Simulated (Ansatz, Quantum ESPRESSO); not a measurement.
# NaI (Fm-3m): Raman and infrared activity

Aim: Raman and infrared lines of NaI (Fm-3m).

Method: DFT LDA, scalar-relativistic, plane waves, PseudoDojo norm-conserving pseudopotentials, in Quantum ESPRESSO 8.0 development, patched.

### Step 1. The structure

It takes space group Fm-3m (No. 225, cubic). Conventional cell: a = 6.473 Å, b = 6.473 Å, c = 6.473 Å, α = 90.00°, β = 90.00°, γ = 90.00°. Na has 6 I at 3.24 Å nearest. Nearest to I lie 6 Na at 3.24 Å. Farther neighbours and most contacts between anions are not listed.

Structure file:

```
CELL_PARAMETERS angstrom
-3.23640 0.00000 3.23640
0.00000 3.23640 3.23640
-3.23640 3.23640 0.00000
ATOMIC_POSITIONS crystal
Na 0.00000 0.00000 0.00000
I 0.50000 0.50000 0.50000
```

### Step 2. A probe with smearing

Before anything dear is run, a loose run with smearing shows whether this is a metal and how far the cell is from rest.

Input file probe.in:

```
&CONTROL
  calculation = 'scf'
  prefix      = 'x'
  outdir      = './tmp'
  pseudo_dir  = './pseudo'
  tprnfor     = .true.
  tstress     = .true.
  verbosity   = 'high'
/
&SYSTEM
  ibrav       = 2
  celldm(1)   = 12.23181926
  nat         = 2
  ntyp        = 2
  ecutwfc     = 88.0
  occupations = 'smearing'
  smearing    = 'gaussian'
  degauss     = 0.01
/
&ELECTRONS
  conv_thr         = 1.0d-07
  mixing_beta      = 0.7
  electron_maxstep = 100
/
ATOMIC_SPECIES
 Na     22.9898  Na.upf
 I     126.9045  I.upf
ATOMIC_POSITIONS crystal
 Na     0.000000000   0.000000000   0.000000000
 I      0.500000000   0.500000000   0.500000000
K_POINTS automatic
 6 6 6 0 0 0
```

Started as:

```sh
OMP_NUM_THREADS=1 mpirun -n 4 pw.x -nk 4 -in probe.in > probe.out
```

Output:

```text
[banners, grids, parts of the stress and lines that vanish by symmetry left out]
Program PWSCF v.8.0dev
     bravais-lattice index     =            2
     lattice parameter (alat)  =      12.2318  a.u.
[...]
kinetic-energy cutoff     =      88.0000  Ry
     charge density cutoff     =     352.0000  Ry
     scf convergence threshold =      1.0E-07
[...]
Exchange-correlation= SLA-PW-NOGX-NOGC
                           (   1   4   0   0   0   0   0)
[...]
48 Sym. Ops., with inversion, found
[...]
(     0          1          0      )
                  (     0          0          1      )
[...]
(  0.0000000  1.0000000  0.0000000 )
                  (  0.0000000  0.0000000  1.0000000 )
[...]
(     1          0         -1      )
                  (     0          0         -1      )
[...]
(  0.0000000 -1.0000000  0.0000000 )
[...]
(     0          1         -1      )
                  (     0          1          0      )
[...]
( -1.0000000  0.0000000  0.0000000 )
                  (  0.0000000  1.0000000  0.0000000 )
[...]
number of k points=    16  Gaussian smearing, width (Ry)=  0.0100
[...]
End of self-consistent calculation
[...]
the Fermi energy is     4.0233 ev
!    total energy              =    -117.44288913 Ry
[...]
convergence has been achieved in   5 iterations
[...]
atom    1 type  1   force =     0.00000000    0.00000000    0.00000000
     atom    2 type  2   force =     0.00000000    0.00000000    0.00000000
[...]
Total force =     0.000000     Total SCF correction =     0.000000
[...]
total   stress  (Ry/bohr**3)                   (kbar)     P=      -16.30
[...]
XML data file, charge density, pseudopotentials, collected wavefunctions

   JOB DONE.
```

The job ended after 3.6 s (4 MPI ranks of Intel Xeon 6975P-C (Granite Rapids), shared host; 13 s of CPU time).

Read from the output:

```yaml
volume_per_atom: 33.90 Å³
pressure: -1.630 GPa
gap_on_the_k_mesh: 3.329 eV
```

A gap of 3.3 eV opens on this mesh, so the crystal is taken as an insulator; the start stands at -1.6 GPa.

### Step 3. Relaxation

Frequencies change by per cents with a per cent of volume, so the structure is first brought to rest at this level of theory.

Input file relax.in:

```
&CONTROL
  calculation   = 'vc-relax'
  prefix        = 'x'
  outdir        = './tmp'
  pseudo_dir    = './pseudo'
  tprnfor       = .true.
  tstress       = .true.
  forc_conv_thr = 2.0d-05
  etot_conv_thr = 1.0d-07
  nstep         = 40
/
&SYSTEM
  ibrav       = 2
  celldm(1)   = 12.23181926
  nat         = 2
  ntyp        = 2
  ecutwfc     = 88.0
  occupations = 'fixed'
  nbnd        = 10
/
&ELECTRONS
  conv_thr         = 1.0d-11
  mixing_beta      = 0.7
  electron_maxstep = 100
/
&IONS
/
&CELL
  press_conv_thr = 0.2
/
ATOMIC_SPECIES
 Na     22.9898  Na.upf
 I     126.9045  I.upf
ATOMIC_POSITIONS crystal
 Na     0.000000000   0.000000000   0.000000000
 I      0.500000000   0.500000000   0.500000000
K_POINTS automatic
 8 8 8 0 0 0
```

Started as:

```sh
OMP_NUM_THREADS=1 mpirun -n 4 pw.x -nk 4 -in relax.in > relax.out
```

Output:

```text
[banners, grids, parts of the stress and lines that vanish by symmetry left out]
[banner, memory and clock lines left out]
Program PWSCF v.8.0dev

[...]
kinetic-energy cutoff     =      88.0000  Ry
     charge density cutoff     =     352.0000  Ry
     scf convergence threshold =      1.0E-11
[...]
energy convergence thresh.=      1.0E-07
     force convergence thresh. =      2.0E-05
     press convergence thresh. =      2.0E-01
     Exchange-correlation= SLA-PW-NOGX-NOGC
                           (   1   4   0   0   0   0   0)
[...]
48 Sym. Ops., with inversion, found
[...]
number of k points=    29
[...]
End of self-consistent calculation
[...]
highest occupied, lowest unoccupied level (ev):     1.5404    4.8699
!    total energy              =    -117.44290246 Ry
[...]
convergence has been achieved in  10 iterations
[...]
atom    1 type  1   force =    -0.00000000    0.00000000   -0.00000000
     atom    2 type  2   force =     0.00000000    0.00000000    0.00000000
     Total force =     0.000000     Total SCF correction =     0.000000
[...]
total   stress  (Ry/bohr**3)                   (kbar)     P=      -16.19
[...]
number of bfgs steps    =   0
[...]
CELL_PARAMETERS (alat= 12.23181926)
[...]
ATOMIC_POSITIONS (crystal)
Na               0.0000000000       -0.0000000000        0.0000000000
I                0.5000000000        0.5000000000        0.5000000000
[...]
New effective cutoffs (rho, wfc):  353.41   88.48
[...]
End of self-consistent calculation
[...]
highest occupied, lowest unoccupied level (ev):     1.6061    4.9570
!    total energy              =    -117.44330367 Ry
[...]
convergence has been achieved in   7 iterations
[...]
atom    1 type  1   force =     0.00000000    0.00000000    0.00000000
     atom    2 type  2   force =    -0.00000000   -0.00000000    0.00000000
     Total force =     0.000000     Total SCF correction =     0.000000
[...]
total   stress  (Ry/bohr**3)                   (kbar)     P=      -15.14
[...]
number of bfgs steps    =   1
[...]
WARNING: bfgs curvature condition failed, Theta= 0.860
[...]
CELL_PARAMETERS (alat= 12.23181926)
[...]
ATOMIC_POSITIONS (crystal)
Na               0.0000000000       -0.0000000000        0.0000000000
I                0.5000000000        0.5000000000        0.5000000000
[...]
New effective cutoffs (rho, wfc):  356.35   89.22
[...]
End of self-consistent calculation
[...]
highest occupied, lowest unoccupied level (ev):     1.7062    5.0902
!    total energy              =    -117.44384959 Ry
[...]
convergence has been achieved in   8 iterations
[...]
atom    1 type  1   force =    -0.00000000   -0.00000000    0.00000000
     atom    2 type  2   force =     0.00000000    0.00000000    0.00000000
     Total force =     0.000000     Total SCF correction =     0.000000
[...]
total   stress  (Ry/bohr**3)                   (kbar)     P=      -13.46
[...]
number of bfgs steps    =   2
[...]
CELL_PARAMETERS (alat= 12.23181926)
[...]
ATOMIC_POSITIONS (crystal)
[...]
New effective cutoffs (rho, wfc):  360.84   90.34
[...]
End of self-consistent calculation
[...]
convergence has been achieved in   8 iterations
[...]
atom    1 type  1   force =    -0.00000000   -0.00000000    0.00000000
     atom    2 type  2   force =     0.00000000    0.00000000    0.00000000
     Total force =     0.000000     Total SCF correction =     0.000000
[...]
total   stress  (Ry/bohr**3)                   (kbar)     P=       -6.03
[...]
number of bfgs steps    =   4
[...]
CELL_PARAMETERS (alat= 12.23181926)
[...]
ATOMIC_POSITIONS (crystal)
[...]
New effective cutoffs (rho, wfc):  376.48   94.26
[...]
highest occupied, lowest unoccupied level (ev):     2.4115    6.0358
!    total energy              =    -117.44551563 Ry
[...]
convergence has been achieved in   8 iterations
[...]
atom    1 type  1   force =     0.00000000    0.00000000    0.00000000
     atom    2 type  2   force =     0.00000000    0.00000000    0.00000000
     Total force =     0.000000     Total SCF correction =     0.000000
[...]
total   stress  (Ry/bohr**3)                   (kbar)     P=        0.82
[...]
number of bfgs steps    =   5
[...]
CELL_PARAMETERS (alat= 12.23181926)
[...]
ATOMIC_POSITIONS (crystal)
[...]
New effective cutoffs (rho, wfc):  375.43   94.00
[...]
highest occupied, lowest unoccupied level (ev):     2.3740    5.9852
!    total energy              =    -117.44552014 Ry
[...]
convergence has been achieved in   7 iterations
[...]
atom    1 type  1   force =     0.00000000    0.00000000    0.00000000
     atom    2 type  2   force =     0.00000000   -0.00000000   -0.00000000
     Total force =     0.000000     Total SCF correction =     0.000000
[...]
total   stress  (Ry/bohr**3)                   (kbar)     P=       -0.05
[...]
number of bfgs steps    =   6
[...]
CELL_PARAMETERS (alat= 12.23181926)
[...]
ATOMIC_POSITIONS (crystal)
[...]
New effective cutoffs (rho, wfc):  375.49   94.01
[...]
End of self-consistent calculation
[...]
highest occupied, lowest unoccupied level (ev):     2.3761    5.9881
!    total energy              =    -117.44552015 Ry
[...]
convergence has been achieved in   4 iterations
[...]
atom    1 type  1   force =     0.00000000    0.00000000    0.00000000
     atom    2 type  2   force =    -0.00000000   -0.00000000    0.00000000
     Total force =     0.000000     Total SCF correction =     0.000000
[...]
total   stress  (Ry/bohr**3)                   (kbar)     P=       -0.00
[...]
bfgs converged in   8 scf cycles and   7 bfgs steps
[...]
End of BFGS Geometry Optimization
     Final enthalpy           =    -117.4455201530 Ry
     File ./tmp/x.bfgs deleted, as requested
[...]
CELL_PARAMETERS (alat= 12.23181926)
[...]
ATOMIC_POSITIONS (crystal)
Na               0.0000000000       -0.0000000000       -0.0000000000
I                0.5000000000        0.5000000000        0.5000000000
[...]
Final scf calculation at the relaxed structure.
[...]
kinetic-energy cutoff     =      88.0000  Ry
     charge density cutoff     =     352.0000  Ry
     scf convergence threshold =      1.0E-13
[...]
press convergence thresh. =      2.0E-01
     Exchange-correlation= SLA-PW-NOGX-NOGC
                           (   1   4   0   0   0   0   0)
[...]
48 Sym. Ops., with inversion, found
[...]
number of k points=    29
[...]
End of self-consistent calculation
[...]
highest occupied, lowest unoccupied level (ev):     2.3761    5.9881
!    total energy              =    -117.44550307 Ry
[...]
convergence has been achieved in  10 iterations
[...]
atom    1 type  1   force =    -0.00000000    0.00000000    0.00000000
     atom    2 type  2   force =     0.00000000    0.00000000    0.00000000
     Total force =     0.000000     Total SCF correction =     0.000000
[...]
total   stress  (Ry/bohr**3)                   (kbar)     P=        0.01
[...]
XML data file, charge density, pseudopotentials, collected wavefunctions
```

Elapsed: 44 s, on 4 MPI ranks.

The steps of the relaxation:

```
step  energy less that of the first step (eV)  largest force (eV/Å)  pressure (GPa)  volume (Å³)
   1                                   0.0000                0.0000           -1.62        67.80
   2                                  -0.0055                0.0000           -1.51        67.24
   3                                  -0.0129                0.0000           -1.35        66.41
   4                                  -0.0222                0.0000           -1.07        65.17
   5                                  -0.0318                0.0000           -0.60        63.35
   6                                  -0.0356                0.0000            0.08        61.16
   7                                  -0.0356                0.0000           -0.01        61.41
   8                                  -0.0356                0.0000            0.00        61.40
   9                                  -0.0354                0.0000            0.00        61.40
```

```
conventional cell, symmetrised  before  after  change
                         a (Å)   6.473  6.262  -3.3 %
                         b (Å)   6.473  6.262  -3.3 %
                         c (Å)   6.473  6.262  -3.3 %
              volume (Å³/atom)   33.90  30.70  -9.4 %
```

The relaxed structure:

```
CELL_PARAMETERS angstrom
-3.13115 0.00000 3.13115
0.00000 3.13115 3.13115
-3.13115 3.13115 0.00000
ATOMIC_POSITIONS crystal
Na 0.00000 0.00000 0.00000
I 0.50000 0.50000 0.50000
```

The last row of the table of steps is pw.x's closing run on a basis chosen anew for the final cell, so its energy can jump.

Numbers from this step:

```
volume per atom   : 30.70 Å³
pressure          : 0.001 GPa
gap on the k-mesh : 3.612 eV
```

The volume changes by -9.4 % from the cell with which this run began.

### Step 4. Self-consistent run for the response

Perturbation theory inherits every error of the wavefunctions, so the threshold is set near the limit of the arithmetic. With a gap, occupations are fixed, which also allows the response to an electric field.

Input file scf.in:

```
&CONTROL
  calculation = 'scf'
  prefix      = 'x'
  outdir      = './tmp'
  pseudo_dir  = './pseudo'
  tprnfor     = .true.
  tstress     = .true.
/
&SYSTEM
  ibrav       = 2
  celldm(1)   = 11.83403079
  nat         = 2
  ntyp        = 2
  ecutwfc     = 88.0
  occupations = 'fixed'
  nbnd        = 10
/
&ELECTRONS
  conv_thr         = 1.0d-12
  mixing_beta      = 0.7
  electron_maxstep = 100
/
ATOMIC_SPECIES
 Na     22.9898  Na.upf
 I     126.9045  I.upf
ATOMIC_POSITIONS crystal
 Na     0.000000000   0.000000000   0.000000000
 I      0.500000000   0.500000000   0.500000000
K_POINTS automatic
 8 8 8 0 0 0
```

Started as:

```sh
OMP_NUM_THREADS=1 mpirun -n 4 pw.x -nk 4 -in scf.in > scf.out
```

Output:

```text
[banners, grids, parts of the stress and lines that vanish by symmetry left out]
[banner, memory and clock lines left out]
Program PWSCF v.8.0dev

[...]
kinetic-energy cutoff     =      88.0000  Ry
     charge density cutoff     =     352.0000  Ry
     scf convergence threshold =      1.0E-12
[...]
Exchange-correlation= SLA-PW-NOGX-NOGC
                           (   1   4   0   0   0   0   0)
[...]
48 Sym. Ops., with inversion, found
[...]
number of k points=    29
[...]
End of self-consistent calculation
[...]
highest occupied, lowest unoccupied level (ev):     2.3761    5.9881
!    total energy              =    -117.44550307 Ry
[...]
convergence has been achieved in  10 iterations
[...]
atom    1 type  1   force =     0.00000000   -0.00000000    0.00000000
     atom    2 type  2   force =     0.00000000    0.00000000    0.00000000
     Total force =     0.000000     Total SCF correction =     0.000000
[...]
total   stress  (Ry/bohr**3)                   (kbar)     P=        0.01
[...]
XML data file, charge density, pseudopotentials, collected wavefunctions
```

Elapsed: 6.7 s, on 4 MPI ranks; 26 s of CPU time.

The cell stands at 0.001 GPa, close enough for phonons.

[end of part 1 of 3]

[Host names and launcher messages were left out of these logs when they were recorded.]

[Logs are printed without paths, hosts, clocks, repeated set-up lines and the standing remarks that a program may print on its own settings, such as how far it seeks lower states.]

[Hosts, paths, dates, database ids (printed as entryN), source tags and the programs' standing remarks are cut or masked in the printed files.]
